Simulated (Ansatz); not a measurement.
# Which site? Sr in place of Ca in glassy CaAl2Si2O8 (117 atoms): runs compared

Aim: make Sr in place of Ca at several sites of glassy CaAl2Si2O8 (117 atoms), relax each, and compare their energies.

Computed with Ansatz 0.2.0: Kohn-Sham DFT, PBE, PAW (set soft_2), plane waves.

## (1) The cell as built

The cell holds 117 atoms: 18 Al, 9 Ca, 72 O and 18 Si. Cell: a = 11.536 Å, b = 11.536 Å, c = 11.536 Å, α = 90.0°, β = 90.0°, γ = 90.0°. 117 atoms (18 Al, 9 Ca, 72 O, 18 Si) placed at random at 2.71 g/cm³, melted at 4500 K for 20 ps at fixed volume with the Morse and Coulomb pair potential with partial charges (Pedone, Malavasi, Menziani, Cormack and Segre, J. Phys. Chem. B 110, 11780 (2006)). Quenched from 4500 K to 300 K at 20 K/ps and fixed volume, held 5 ps. The starting density is a measured one.

What the set-up can't give: The quench rate of 20 K/ps far exceeds what a furnace or splat quench reaches, so expect more defects and frozen-in strain than in a real sample. The network of bonds at the start is that of the classical potential that made the cell, and needn't be the one that DFT or experiment would give. The Brillouin zone is sampled at Γ only, in a cell whose shortest periodic width is 12 Å.

## (2) The reference run

The reference is a single point at the end of the relaxation.

Every defect cell starts from the geometry of this run and is relaxed in the fixed cell.

Its input, with most atom lines left out:

```yaml
crystal:
  lattice:
    - [11.5363, 0.0, 0.0]
    - [0.0, 11.5363, 0.0]
    - [0.0, 0.0, 11.5363]
  atoms:
    - { symbol: Al, position: [0.34067, 0.98668, 0.95039] }
    - { symbol: Al, position: [0.83623, 0.96812, 0.06695] }
    - { symbol: Al, position: [0.61061, 0.85218, 0.41026] }
    - { symbol: Al, position: [0.3129, 0.23054, 0.30244] }
    - { symbol: Al, position: [0.96927, 0.51473, 0.30135] }
    - { symbol: Al, position: [0.81746, 0.98544, 0.49847] }
    - { symbol: Al, position: [0.8826, 0.66791, 0.90186] }
    [... atom lines 8 to 117 left out ...]
kpoints:
  mp_grid: { grid: [1, 1, 1] }
hamiltonian:
  xc: pbe
scf:
  occupations: { method: fixed }
output:
  forces: true
  stress: true
  populations: true
  dos:
    method: { smearing: { sigma: 0.1 } }
    de: 0.1
    projected: { site_lists: { Al: [Al], Ca: [Ca], O: [O], Si: [Si] } }
  eigenvalues: true
  write_density: true
  write_potential: true
  volumetric_format: npy
```

| Quantity | Value |
| --- | --- |
| free energy per atom | -670.7801 eV/atom |
| r.m.s. force component | 0.00829 eV/Å |
| pressure | 1.005 GPa |

Filled and empty levels are parted by 3.86 eV (at Γ alone); a semilocal functional tends to put such gaps too low. In a disordered cell it changes from sample to sample, and tail or defect levels can set it.

## (3) The runs

Each row is one run, on 4 threads of AMD EPYC 9R45 (Zen 5), shared host. The free energy is the program's total, comparable only between runs with the same functional, potentials and atoms.

```csv
run,atoms,outcome,"ionic steps, all passes",free energy (eV),time,host memory (GiB)
Single point at the start,117,converged,-,-78472.457,6 s,2.0
Relaxation,117,converged,43,-78481.274,3.2 min,2.0
Single point at the relaxed geometry,117,converged,-,-78481.274,11 s,2.3
"Sr on a site of Ca, site Ca26",117,converged,9,-80208.696,1.9 min,3.7
"Sr on a site of Ca, site Ca25",117,converged,9,-80208.578,2 min,3.8
"Sr on a site of Ca, site Ca22",117,converged,6,-80208.600,83 s,3.7
"Sr on a site of Ca, site Ca24",117,converged,7,-80208.772,90 s,3.7
"Sr on a site of Ca, site Ca21",117,converged,6,-80208.382,85 s,3.7
"Sr on a site of Ca, site Ca27",117,converged,10,-80208.401,2.2 min,3.7
```

In some runs the program notes that starting moments were not kept.

The surroundings of site Ca24, the cheapest one, after relaxation, nearest first, numbered as they follow in the input and with coordinates relative to it.

```csv
atom,x,y,z,distance (Å),bonds
Sr24,-0.13,0.00,-0.08,0.15,6
O71,2.28,-0.80,-0.01,2.42,3
O48,0.52,1.81,-1.67,2.52,3
O95,-1.74,-1.14,1.45,2.54,3
O93,-0.26,1.48,2.06,2.55,3
O49,0.05,-2.55,-0.47,2.60,4
O31,-2.33,1.91,0.53,3.06,4
Ca26,1.66,-2.55,1.34,3.32,5
Si115,-1.65,2.33,2.00,3.48,4
Ca19,-0.78,3.33,-0.77,3.51,6
O99,-2.01,-2.17,-1.90,3.51,3
O91,2.12,0.26,2.82,3.54,2
Si110,-0.55,-2.97,-1.89,3.56,4
Si111,3.23,-0.79,-1.30,3.57,4
Al18,1.30,1.80,2.80,3.57,4
```

The column of bonds counts only the pairs O-Al within 2.23 Å, O-Si within 2.08 Å, O-Ca within 3.02 Å, O-Sr within 3.05 Å; other neighbours, such as metal atoms beside each other in a compound, aren't counted, and periodic images can show an atom twice.

## (4) The sites compared

All these cells hold the same atoms, so their energies can be compared with no chemical potential.

```
site  neighbours  mean distance (Å)  atoms within 6 Å  energy over the best site (eV)  before relaxation (eV)  gain on relaxing (eV)
Ca24          O5               2.43                60                            0.00                    0.00                   0.21
Ca26          O4               2.32                69                            0.08                    0.21                   0.34
Ca22          O6               2.49                64                            0.17                    0.21                   0.25
Ca25          O7               2.52                65                            0.19                    0.21                   0.23
Ca27          O5               2.38                65                            0.37                    0.46                   0.30
Ca21          O7               2.47                67                            0.39                    0.48                   0.30
```

Neighbours are those of the relaxed host within 2.93 Å (O-Ca); other pairs aren't counted.

## (5) What came out

The cheapest site is Ca24 (5 neighbours, O5); the dearest, Ca21 (7 neighbours, O7), costs 0.39 eV more. By coordination the energies over the best site are 0.08 eV with 4 neighbours, 0.00 to 0.37 eV with 5 neighbours, 0.17 eV with 6 neighbours and 0.19 to 0.39 eV with 7 neighbours. Relaxation gains 0.21 to 0.34 eV and leaves the best site the same.

**Limits.** Defects are neutral and interact with their images. The reference ran with fixed occupations, but 6 of the 6 defect cells with fermi-dirac smearing of 0.025 eV, spin polarised. In a disordered cell the relaxation can also rearrange atoms far from the site. In the spin-polarised runs the search for a state of lower energy was switched off. Only 6 of the 9 Ca sites were tried; unless symmetry makes the others alike to these, a cheaper one may exist.

The DFT runs together took 14 min of wall time.

[Logs are printed without paths, hosts, clocks, repeated set-up lines and the standing remarks that a program may print on its own settings, such as how far it seeks lower states.]

[Hosts, paths, dates, database ids (printed as entryN), source tags and the programs' standing remarks are cut or masked in the printed files.]
